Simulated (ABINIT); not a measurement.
Planning a run of ABINIT 10.8.3 on LiBH4 (F-43m). The input:

```
acell 3*1.0 Angstrom
rprim 
  0.000000000000 2.855319000000 2.855319000000
  2.855319000000 0.000000000000 2.855319000000
  2.855319000000 2.855319000000 -0.000000000000
ntypat 3
znucl 3 5 1
natom 6
typat 1 2 3 3 3 3
xred 
  0.000000000000 0.000000000000 0.000000000000
  0.500000000000 0.500000000000 0.500000000000
  0.376786667500 0.376786667500 0.376786667500
  0.869639997500 0.376786667500 0.376786667500
  0.376786667500 0.376786667500 0.869639997500
  0.376786667500 0.869639997500 0.376786667500
pp_dirpath "pseudos"
pseudos "Li.upf, B.upf, H.upf"
ecut 34
ngkpt 4 4 4
nshiftk 1
shiftk 0 0 0
kptopt 1
chksymbreak 0
istwfk *1
occopt 1
irdwfk 1
optdriver 4
nband 40
gwcalctyp 28
ecutsigx 34
symsigma 0
nkptgw 8
kptgw 
  0.0000000000 0.0000000000 0.0000000000
  0.2500000000 0.0000000000 0.0000000000
  0.5000000000 0.0000000000 0.0000000000
  0.2500000000 0.2500000000 0.0000000000
  0.5000000000 0.2500000000 0.0000000000
  -0.2500000000 0.2500000000 0.0000000000
  0.5000000000 0.5000000000 0.0000000000
  -0.2500000000 0.5000000000 0.2500000000
bdgw 
  1 13
  1 13
  1 13
  1 13
  1 13
  1 13
  1 13
  1 13
ecuteps 4
irdscr 1
ppmodel 1
indata_prefix "in"
outdata_prefix "out"
tmpdata_prefix "tmp"
```

```sh
OMP_NUM_THREADS=1 mpirun -n 4 abinit run.abi > log
```

Estimate wall time and host memory on 4 MPI ranks of Arm Neoverse V2, shared host.

It took 34 s; on shared hardware allow 17 s to 69 s. Peak host memory was 1.1 GiB.

[Paths, hosts, dates, memory and timing lines, banners, echoed tables and standing remarks are left out of the program output.]

[Logs are printed without paths, hosts, clocks, repeated set-up lines and the standing remarks that a program may print on its own settings, such as how far it seeks lower states.]

[Runs of the session that timed out or met a known fault of the program may be left out.]

[No measured gap is set beside runs whose start may be inverted or whose files or cutoffs have a known fault.]

[Hosts, paths, dates, database ids (printed as entryN), source tags and the programs' standing remarks are cut or masked in the printed files.]

[G0W0 gaps are taken among the corrected bands and points alone; a level outside them can change the order at an edge.]

[Where Ansatz stands beside ABINIT at settings called matched, ABINIT's density can come from a denser mesh and the files from another edition; pairs whose starting gaps differed by over 0.03 eV were left out, so agreement reads better than it is.]
